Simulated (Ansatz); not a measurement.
## La3InB (Pm-3m): following an unstable mode

Which phase does La3InB (Pm-3m) fall into along its unstable mode, and how much energy does it gain?

Main program and level: Ansatz 0.2.0; DFT PBEsol, scalar-relativistic, plane waves, PAW; PAW set soft_1.

## (1) The system as given

The structure is cubic, space group Pm-3m (No. 221). Conventional cell: a = 5.247 Å, b = 5.247 Å, c = 5.247 Å, α = 90.00°, β = 90.00°, γ = 90.00°. La has 2 B at 2.62 Å and 8 La at 3.71 Å and 4 In at 3.71 Å nearest. In has 12 La at 3.71 Å nearest. Nearest to B lie 6 La at 2.62 Å. Farther neighbours, and contacts between anions beyond the nearest, are not listed.

## (2) Response at finite wavevector

Stability and thermal properties need the whole zone. Linear response on a 2×2×2 q mesh gives force constants as far as a supercell of that size would.

input.yaml reads:

```yaml
crystal:
  lattice:
    - [5.2472787968, 0.0, 0.0]
    - [0.0, 5.2472787968, 0.0]
    - [0.0, 0.0, 5.2472787968]
  atoms:
    - { symbol: La, position: [0.5, 0.0, 0.5] }
    - { symbol: La, position: [0.5, 0.5, 0.0] }
    - { symbol: La, position: [0.0, 0.5, 0.5] }
    - { symbol: In, position: [0.0, 0.0, 0.0] }
    - { symbol: B, position: [0.5, 0.5, 0.5] }
kpoints:
  mp_grid: { grid: [8, 8, 8] }
hamiltonian:
  xc: pbesol
  pseudopotentials: { kind: paw, azcp: { folder: soft_1 }, xc_functional: pbe }
scf:
  occupations: { method: methfessel_paxton, width: 0.2 }
output:
  eigenvalues: true
phonons:
  method: dfpt
  qmesh: [2, 2, 2]
  temperatures: { t_max: 1000, t_step: 50 }
  qpath:
    path:
      - [[0.0, 0.0, 0.0], [0.0, 0.5, 0.0], [0.5, 0.5, 0.0], [0.0, 0.0, 0.0], [0.5, 0.5, 0.5], [0.0, 0.5, 0.0]]
      - [[0.5, 0.5, 0.5], [0.5, 0.5, 0.0]]
    npoints: 10
```

Run with:

```sh
ansatz run input.yaml --threads 4 --pin off --max-ram 10240MiB --backend cpu --events-out ev --progress --plain --runs-dir out
```

The log of the run:

```text
Engine: ansatz 0.2.0, x86_64-unknown-linux-gnu
Pseudopotentials: kind: paw
Pseudopotential: La, paw, valence charge 11, recommended cutoff 420 eV (normal), soft_1/La.paw.azcp
Pseudopotential: In, paw, valence charge 13, recommended cutoff 420 eV (normal), soft_1/In.paw.azcp
Pseudopotential: B, paw, valence charge 3, recommended cutoff 420 eV (normal), soft_1/B.paw.azcp
Functional definition: PBEsol
  exchange = pbesol_x
  correlation = pbesol_c
Crystal: 5 atoms, lattice volume = 144.478 Å³
Basis set: ecut = 420 eV, 2801 PW (Γ), exchange–correlation on 72×72×72 points (8 copies of the dense FFT grid, shifted against one another)
Bands: 30, of which v1, the nominal top of the filled ones, is band 25 counted from 1 (24 counted from 0)
Symmetry: 48 space group operations
k-points: 35 of 512
Non-local potential: La, projectors of the file, l = 0: 3, l = 1: 2, l = 2: 2, l = 3: 3
Non-local potential: In, projectors of the file, l = 0: 2, l = 1: 2, l = 2: 2, l = 3: 1
Non-local potential: B, projectors of the file, l = 0: 2, l = 1: 2, l = 2: 1
PAW form: soft (Blöchl's): semilocal exchange-correlation on the pseudo side does not see the compensation charge
PAW frozen core: La, regenerated for the run's functional, and the local potential with it (the file was generated under x = pbe(κ = 0.804, μ = 0.219515), c = pbe(β = 0.066725))
PAW frozen core: In, regenerated for the run's functional, and the local potential with it (the file was generated under x = pbe(κ = 0.804, μ = 0.219515), c = pbe(β = 0.066725))
PAW frozen core: B, regenerated for the run's functional, and the local potential with it (the file was generated under x = pbe(κ = 0.804, μ = 0.219515), c = pbe(β = 0.066725))
PAW one-centre angular grid: La, 590 points (default); XC on 64 Gauss nodes
PAW one-centre angular grid: In, 590 points (default); XC on 64 Gauss nodes
PAW one-centre angular grid: B, 110 points (default); XC on 64 Gauss nodes
Initial density: superposition of atomic densities (chi_scale 0.1, normalization cell, long waves kept (reshape's long-wave potential 0.00 eV rms))
Initial wavefunctions: pseudopotential atomic-orbital guess
Functional: x = pbesol(κ = 0.804, μ = 0.123457), c = pbesol(β = 0.046)
SCF iter   1: F=—  HF=-24168.975786 eV  |F-HF|=—  |Δ(HF+E_count)|=         —  Δρ=6.98e-2  dr2=2.87e1  ethr=3.10e-3  ⟨swp⟩=4.9  Hψ=4930  notcnv=0
preconditioner: auto → Kerker (q_TF=auto, 2.278 Å⁻¹)  [metal: Δε(μ)=0.012 eV  Ē_g=10.939 eV  σ=0.200 eV  W_gap=0.05  n_scr=26 (ndim 8)  ℏωp=20.3 eV  f_vac=0.000  D(μ)=7.02/eV (n_scr^D=80)]
SCF iter   2: F=—  HF=-24164.165746 eV  |F-HF|=—  |Δ(HF+E_count)|=    4.81e0  S|Δr|=    0.00e0  Δρ=2.50e-2  dr2=4.17e0  ethr=3.10e-3  ⟨swp⟩=3.9  Hψ=2390  notcnv=0  defer=6
SCF iter   3: F=—  HF=-24163.371480 eV  |F-HF|=—  |Δ(HF+E_count)|=   7.94e-1  S|Δr|=    0.00e0  Δρ=1.06e-2  dr2=4.45e-1  ethr=3.10e-3  ⟨swp⟩=3.0  Hψ=1869  notcnv=0  defer=5
SCF iter   4: F=—  HF=-24163.261885 eV  |F-HF|=—  |Δ(HF+E_count)|=   1.10e-1  S|Δr|=    0.00e0  Δρ=1.84e-3  dr2=9.85e-3  ethr=9.09e-4  ⟨swp⟩=5.2  Hψ=7367  notcnv=0
automatic band count: the SCF goes on with 35 bands, as 30 were too few: they end inside the smearing window of the response
SCF iter   5: F=—  HF=-24163.260317 eV  |F-HF|=—  |Δ(HF+E_count)|=   1.57e-3  S|Δr|=    0.00e0  Δρ=6.25e-4  dr2=9.24e-4  ethr=2.01e-5  ⟨swp⟩=2.0  Hψ=2337  notcnv=0
SCF iter   6: F=—  HF=-24163.260255 eV  |F-HF|=—  |Δ(HF+E_count)|=   6.19e-5  S|Δr|=    0.00e0  Δρ=2.33e-4  dr2=9.81e-5  ethr=1.88e-6  ⟨swp⟩=2.0  Hψ=1475  notcnv=0
SCF iter   7: F=—  HF=-24163.260227 eV  |F-HF|=—  |Δ(HF+E_count)|=   2.82e-5  S|Δr|=    0.00e0  Δρ=6.68e-5  dr2=9.23e-6  ethr=2.00e-7  ⟨swp⟩=2.0  Hψ=1408  notcnv=0
SCF iter   8: F=—  HF=-24163.260223 eV  |F-HF|=—  |Δ(HF+E_count)|=   3.67e-6  S|Δr|=    0.00e0  Δρ=2.50e-5  dr2=3.35e-6  ethr=1.88e-8  ⟨swp⟩=2.0  Hψ=1553  notcnv=0
SCF iter   9: F=—  HF=-24163.260225 eV  |F-HF|=—  |Δ(HF+E_count)|=   1.62e-6  S|Δr|=    0.00e0  Δρ=6.45e-6  dr2=6.88e-8  ethr=6.83e-9  ⟨swp⟩=2.0  Hψ=1295  notcnv=0
SCF iter  10: F=—  HF=-24163.260225 eV  |F-HF|=—  |Δ(HF+E_count)|=   4.53e-9  S|Δr|=    0.00e0  Δρ=1.79e-6  dr2=1.56e-8  ethr=1.40e-10  ⟨swp⟩=2.0  Hψ=1944  notcnv=0
SCF iter  11: F=—  HF=-24163.260225 eV  |F-HF|=—  |Δ(HF+E_count)|=   1.78e-9  S|Δr|=    0.00e0  Δρ=2.31e-7  dr2=1.06e-10  ethr=3.19e-11  ⟨swp⟩=2.0  Hψ=1306  notcnv=0
SCF iter  12: F=-24163.260225 eV  HF=-24163.260225 eV  |F-HF|=3.64e-12  |Δ(HF+E_count)|=  3.64e-12  S|Δr|=    0.00e0  Δρ=6.26e-8  dr2=4.92e-12  ethr=1.00e-12  ⟨swp⟩=16.7  Hψ=8141  notcnv=0
SCF 1 converged in 12 iterations: F = -24163.260225 eV  dr2 = 4.92e-12
  greatest PAW one-centre occupation: 0.980 electrons in one spin orbital (limit 2), on the In atom at site 3 (counted from 0), in its partial waves of l = 2
phonons: the bands overlap, so this run is a metal and interpolates without the dipole-dipole term. If the crystal is really an insulator or semiconductor, its LO-TO splitting is missing
NSCF: frozen V_eff on 35 k-points
NSCF: frozen V_eff on 125 k-points
DFPT response loops at q = (0, 0, 0) (fractional): preconditioner auto → Kerker (q_TF=auto, 2.278 Å⁻¹) (partly filled bands, converged f_vac=0.000); β = 1.00, the filter's whole step (`scf.mixing.beta` (0.50) is not read by the response loops under this deck's `scf.mixing.preconditioner`; to damp them name `kerker` or `kerker_dos`, under which they read `scf.mixing.beta`, and type it under 1.00, their step now; both keys bind the ground state too); Broyden in place of MSR1
NSCF: frozen V_eff on 250 k-points
DFPT response loops at q = (0, 0, -0.5) (fractional): mixed as the last ones told, above
NSCF: frozen V_eff on 250 k-points
DFPT response loops at q = (0, -0.5, -0.5) (fractional): mixed as the last ones told, above
NSCF: frozen V_eff on 250 k-points
DFPT response loops at q = (-0.5, -0.5, -0.5) (fractional): mixed as the last ones told, above
SCF converged after 12 iterations
Stability not checked: this state was not tested for a lower state beside it, because cold or Methfessel-Paxton smearing, or corrected tetrahedra, fill the levels in a way that the test cannot read (fill_not_monotonic; see scf.lower_state_search)
Free energy (F): -24163.260225 eV
Harris-Foulkes:  -24163.260225 eV  (|F-HF|=3.64e-12)
Internal energy: -24163.255790 eV  (E = F + TS)
E sigma→0 (E₀):  -24163.259116 eV
Entropy (-TS):   -0.004435 eV (-0.887 meV/atom)
Fermi energy:    10.105597 eV
--- Per-component energies (eV) ---
  E_band       = -147.162896
  E_kinetic    = 823.425759
  E_local      = -2107.724151  (includes V_loc(G=0)·N_el)
  E_nonlocal   = 603.902491
  E_hartree    = 797.859638
  E_xc         = -599.406350
  E_vxc        = -561.576014  (∫ρ·V_xc dr)
  E_paw        = -20197.967827  (= ΣΔE_a)
  E_vpaw       = -500.910402  (= ΣTr[D̂ρ^β])
  E_aug_tail   = 0.000143  (compensation charges beyond the density's cutoff)
  E_ewald      = -3484.103216
  E_core_change = 0.757723  (= ΣΔE_core)
  E_smearing   = -0.004435  (= −TS)
  E_closure    = -0.000000  (closes the sum)
  Σ components = -24163.260225   (vs F -24163.260225, Δ=0.00e0)
--- Band table (eV; the first three rows and the last of 35) ---
  k-point 0: bands = [... 21 lower, 9.7628, 9.7628, 9.7628, 11.0660, 11.0660, 11.0660, 11.2471, 11.2471, ... 6 higher]
  k-point 1: bands = [... 21 lower, 9.7716, 9.7973, 9.8698, 10.7531, 10.9828, 10.9828, 11.1176, 11.2962, ... 6 higher]
  k-point 2: bands = [... 21 lower, 9.7912, 9.8885, 9.9377, 10.2515, 10.7531, 10.7531, 11.1825, 11.5226, ... 6 higher]
  k-point 34: bands = [... 21 lower, 7.6367, 10.5696, 10.5696, 10.5696, 11.7760, 11.7760, 11.7760, 11.9281, ... 6 higher]
--- Phonons (Γ-DFPT): 4 representative perturbations + reference (Σ response iterations 13) ---
  ASR residual: 4.666e-5 → 0.000e0 eV/Å²; symmetrization residual: 2.239e-6 eV/Å²
  ASR residual per site (eV/Å²): 2.86e-5 2.86e-5 2.86e-5 1.03e-5 4.67e-5
  Γ frequencies (cm⁻¹): -118.01 -118.01 -118.01 -59.91 -59.91 -59.91 0.00 0.00 0.00 66.96 66.96 66.96 161.96 161.96 161.96
--- Phonons (arbitrary-q DFPT): 4 irreducible q on the 2×2×2 mesh ---
  q = [0.0000, 0.0000, 0.0000] (star 1, of the zone-centre solve; hermiticity 6.29e-7, symmetrization 7.35e-12): -118.01 -118.01 -118.01 -59.91 -59.91 -59.91 -0.00 -0.00 0.00 66.96 66.96 66.96 161.96 161.96 161.96
  q = [0.0000, 0.0000, -0.5000] (star 3, 9 solved perturbations in 975 linear systems a pass and spin channel, the states on 125 of 512 k-point pairs; hermiticity 3.34e-7, symmetrization 6.23e-8): -12.61 -12.61 36.81 41.96 41.96 72.80 72.80 73.00 78.09 82.87 82.87 142.90 305.23 305.23 329.73
  q = [0.0000, -0.5000, -0.5000] (star 3, 9 solved perturbations in 975 linear systems a pass and spin channel, the states on 125 of 512 k-point pairs; hermiticity 3.44e-7, symmetrization 3.03e-8): 18.34 53.62 53.62 61.91 61.91 69.83 69.99 69.99 78.86 89.22 130.90 144.85 349.51 361.79 361.79
  q = [-0.5000, -0.5000, -0.5000] (star 1, 4 solved perturbations in 350 linear systems a pass and spin channel, the states on 125 of 512 k-point pairs; hermiticity 4.23e-7, symmetrization 5.82e-9): -3.70 -3.70 -3.70 53.97 53.97 53.97 95.68 95.68 95.68 128.07 128.07 166.23 410.30 410.30 410.30
  sum rule: each row above includes the acoustic sum rule's correction from the zone centre's row sums; it moved no ω² by more than (1.08 cm⁻¹)²
  mesh force constants: q→R imaginary residual 1.96e-18; ASR residual 4.666e-5 → 0.000e0 eV/Å²; symmetrization residual 1.066e-14 eV/Å²
  interpolated dispersion: 62 rows × 15 modes
  density of states and harmonic sums: on the 12×12×12 q-mesh, interpolated from the force constants of a 2×2×2 supercell (no non-analytic term)
  largest difference from the sums on the solved wave vectors: F 3.93e-1 eV, S 5.07e-4 and C_V 1.14e-4 eV/K
  zero-point energy: 0.108801 eV/cell   skipped modes (ω ≤ 0): 101, of them read as no rigid motion or as one in doubt: 98 (9.253e-1 modes/cell left out, lowest -118.01 cm⁻¹)   left out of the sums: 6.18e-2 of the cell's modes: C_V's classical limit lies that fraction below 3 k_B per atom; for a crystal, a wire or a layer, F and S can be off by more, and a phonons.interpolated_qmesh denser along its periods is the remedy for the sampling
```

Elapsed: 4.7 min, on 4 threads of AMD EPYC 9B14 (Zen 4), shared host; peak memory 2.1 GiB; 18 min of CPU time.

This step gave:

* volume per atom: 28.90 Å³
* gap on the k-mesh: 0 eV
* sum-rule residual before enforcement: 4.67e-5 eV/Å²
* lowest frequency on the path: -118.0 cm⁻¹
* point group: m-3m
* highest frequency on path, mesh or solved points: 410.3 cm⁻¹
* highest optical mode at the zone centre (no LO-TO term): 162.0 cm⁻¹
* lowest optical zone-centre mode: -118.0 cm⁻¹
* lowest mode on the q mesh (acoustic modes at Γ apart): -118.0 cm⁻¹

Frequencies (cm⁻¹) solved at each irreducible wavevector; negative means imaginary. Frequencies by wavevector, by row:

| q in reciprocal lattice units | star | mode 1 | mode 2 | mode 3 | mode 4 | mode 13 | mode 14 | mode 15 |
| --- | --- | --- | --- | --- | --- | --- | --- | --- |
| 0 0 0 | 1 | -118 | -118 | -118 | -59.9 | 162 | 162 | 162 |
| 0 0 -0.5 | 3 | -12.6 | -12.6 | 36.8 | 42 | 305.2 | 305.2 | 329.7 |
| 0 -0.5 -0.5 | 3 | 18.3 | 53.6 | 53.6 | 61.9 | 349.5 | 361.8 | 361.8 |
| -0.5 -0.5 -0.5 | 1 | -3.7 | -3.7 | -3.7 | 54 | 410.3 | 410.3 | 410.3 |

Interpolated from a 2×2×2 q mesh. Phonon branches along the path, in cm⁻¹:

| point | branch 1 | branch 2 | branch 3 | branch 4 | branch 12 | branch 13 | branch 14 | branch 15 |
| --- | --- | --- | --- | --- | --- | --- | --- | --- |
| Γ | -118 | -118 | -118 | -60 | 67 | 162 | 162 | 162 |
| halfway | -44 | -44 | -33 | 24 | 125 | 230 | 230 | 236 |
| X | -13 | -13 | 37 | 42 | 143 | 305 | 305 | 330 |
| halfway | 22 | 37 | 43 | 48 | 142 | 328 | 333 | 346 |
| M | 18 | 54 | 54 | 62 | 145 | 350 | 362 | 362 |
| halfway | -28 | -12 | 28 | 36 | 125 | 282 | 288 | 289 |
| Γ | -118 | -118 | -118 | -60 | 67 | 162 | 162 | 162 |
| halfway | -26 | 25 | 25 | 60 | 131 | 325 | 325 | 325 |
| R | -4 | -4 | -4 | 54 | 166 | 410 | 410 | 410 |
| halfway | 16 | 23 | 34 | 64 | 145 | 357 | 358 | 367 |
| X | -13 | -13 | 37 | 42 | 143 | 305 | 305 | 330 |
| jump to R | -4 | -4 | -4 | 54 | 166 | 410 | 410 | 410 |
| halfway | 13 | 27 | 27 | 62 | 154 | 380 | 387 | 387 |
| M | 18 | 54 | 54 | 62 | 145 | 350 | 362 | 362 |

Symmetry leaves 4 wavevectors to solve. The lowest mode among them, the acoustic zeros apart, lies at Γ and is imaginary, 118.0i cm⁻¹, so the energy falls along it.

## (3) The mode frozen in, largest atomic shift 0 Å

The mode followed lies at Γ with frequency 59.9i cm⁻¹ and is 3-fold degenerate, one of the unstable modes though not the softest. At small amplitude the pattern taken leaves space group no. 115 by a symmetry search on the positions. The undistorted cell that holds it gives the zero of energy on the same k mesh.

input.yaml, the sections that differ from step 2:

```yaml
output:
  forces: true
  stress: true
  eigenvalues: true
# crystal, kpoints, hamiltonian, scf: as in step 2
# phonons: removed
```

The log of the run:

```text
[...]
Crystal: 5 atoms, lattice volume = 144.478 Å³
Basis set: ecut = 420 eV, 2801 PW (Γ), exchange–correlation on 72×72×72 points (8 copies of the dense FFT grid, shifted against one another)
Bands: 30, of which v1, the nominal top of the filled ones, is band 25 counted from 1 (24 counted from 0)
Symmetry: 48 space group operations
[...]
k-points: 35 of 512
[...]
k-point 0: bands = [... 21 lower, 9.7628, 9.7628, 9.7628, 11.0659, 11.0659, 11.0659, 11.2471, 11.2471, ... 1 higher]
  k-point 1: bands = [... 21 lower, 9.7716, 9.7973, 9.8698, 10.7531, 10.9828, 10.9828, 11.1177, 11.2962, ... 1 higher]
  k-point 2: bands = [... 21 lower, 9.7912, 9.8885, 9.9377, 10.2515, 10.7531, 10.7531, 11.1825, 11.5226, ... 1 higher]
  k-point 34: bands = [... 21 lower, 7.6367, 10.5696, 10.5696, 10.5696, 11.7760, 11.7760, 11.7760, 11.9281, ... 1 higher]
[key lines of the parts left out:]
SCF converged after 10 iterations
Free energy (F): -24163.260225 eV
Fermi energy:    10.105594 eV
P = ⅓ Tr σ = -0.0001 GPa (-0.001 kbar)
```

Elapsed: 2.1 s, on 4 threads; peak memory 0.57 GiB; 7.6 s of CPU time.

This step gave:

```yaml
pressure: -1.25e-4 GPa
energy_from_the_undistorted_cell: 0 meV/atom
```

The run ends at a pressure of 0.00 GPa.

## (4) The mode frozen in, largest atomic shift 0.32 Å

The atoms are moved along the unstable eigenvector, the largest shift by 0.32 Å, with the cell fixed.

input.yaml, the sections that differ from step 3:

```yaml
crystal:
  lattice:
    - [5.2472787968, 0.0, 0.0]
    - [0.0, 5.2472787968, 0.0]
    - [0.0, 0.0, 5.2472787968]
  atoms:
    - { symbol: La, position: [0.5, 0.0, 0.5] }
    - { symbol: La, position: [0.5, 0.5609839904, 0.0] }
    - { symbol: La, position: [0.0, 0.4390160096, 0.5] }
    - { symbol: In, position: [0.0, 0.0, 0.0] }
    - { symbol: B, position: [0.5, 0.5, 0.5] }
# kpoints, hamiltonian, scf, output: as in step 3
```

The log of the run:

```text
[...]
Crystal: 5 atoms, lattice volume = 144.478 Å³
Basis set: ecut = 420 eV, 2801 PW (Γ), exchange–correlation on 72×72×72 points (8 copies of the dense FFT grid, shifted against one another)
Bands: 30, of which v1, the nominal top of the filled ones, is band 25 counted from 1 (24 counted from 0)
Symmetry: 8 space group operations
[...]
k-points: 75 of 512 (time reversal used)
[...]
k-point 0: bands = [... 21 lower, 9.6962, 9.8486, 9.9308, 11.0680, 11.0835, 11.0835, 11.2000, 11.2000, ... 1 higher]
  k-point 1: bands = [... 21 lower, 9.6638, 9.9697, 10.0291, 10.7516, 10.9458, 11.1139, 11.1419, 11.1640, ... 1 higher]
  k-point 2: bands = [... 21 lower, 9.5963, 9.8402, 9.9716, 10.4992, 10.9036, 11.0351, 11.2281, 11.3549, ... 1 higher]
  k-point 74: bands = [... 21 lower, 7.8428, 10.5586, 10.5586, 10.6149, 11.4464, 11.6390, 11.6681, 11.6681, ... 1 higher]
[key lines of the parts left out:]
SCF converged after 9 iterations
Free energy (F): -24163.323468 eV
Fermi energy:    10.161240 eV
P = ⅓ Tr σ = -0.7640 GPa (-7.640 kbar)
```

Elapsed: 6.4 s, on 4 threads; peak memory 0.65 GiB.

Read from the output:

| Property | Result |
| --- | --- |
| pressure | -0.7640 GPa |
| energy from the undistorted cell | -12.91 meV/atom |

The energy, extrapolated to zero smearing, is -12.91 meV/atom against the undistorted cell.

The run ends at a pressure of -0.76 GPa, with forces up to 0.050 eV/Å.

## (5) Energy along the mode, all amplitudes (two of the runs are shown above)

An imaginary frequency means negative curvature, so the energy should fall and then rise again as anharmonic terms take over.

This step gave:

| Item | Value |
| --- | --- |
| depth at the lowest point sampled | 12.91 meV/atom |
| largest atomic shift at that point | 0.32 Å |

Table of energy from the parent by largest atomic shift:

| largest atomic shift (Å) | energy from the parent (meV/atom) |
| --- | --- |
| 0.000 | 0 |
| 0.040 | -0.571 |
| 0.080 | -2.17 |
| 0.140 | -5.82 |
| 0.220 | -10.7 |
| 0.320 | -12.9 |
| 0.450 | -1.77 |
| 0.600 | 36.7 |

Displacement at unit largest shift by atom:

| atom | x (Å) | y (Å) | z (Å) | size |
| --- | --- | --- | --- | --- |
| La1 | 0.00 | 0.00 | 0.00 | 0.00 |
| La2 | 0.00 | 1.00 | 0.00 | 1.00 |
| La3 | 0.00 | -1.00 | 0.00 | 1.00 |
| In4 | 0.00 | 0.00 | 0.00 | 0.00 |
| B5 | 0.00 | 0.00 | 0.00 | 0.00 |

The lowest step is at 0.32 Å, 12.9 meV/atom below the parent, and the energy rises beyond it.

(Continued in part 2 of 2.)

[Long decimals in the printed logs are rounded to 6 places.]

[Logs are printed without paths, hosts, clocks, repeated set-up lines and the standing remarks that a program may print on its own settings, such as how far it seeks lower states.]

[Hosts, paths, dates, database ids (printed as entryN), source tags and the programs' standing remarks are cut or masked in the printed files.]

[Where the starting crystal was built by hand or by swapping elements, it need not be the compound's stable phase.]
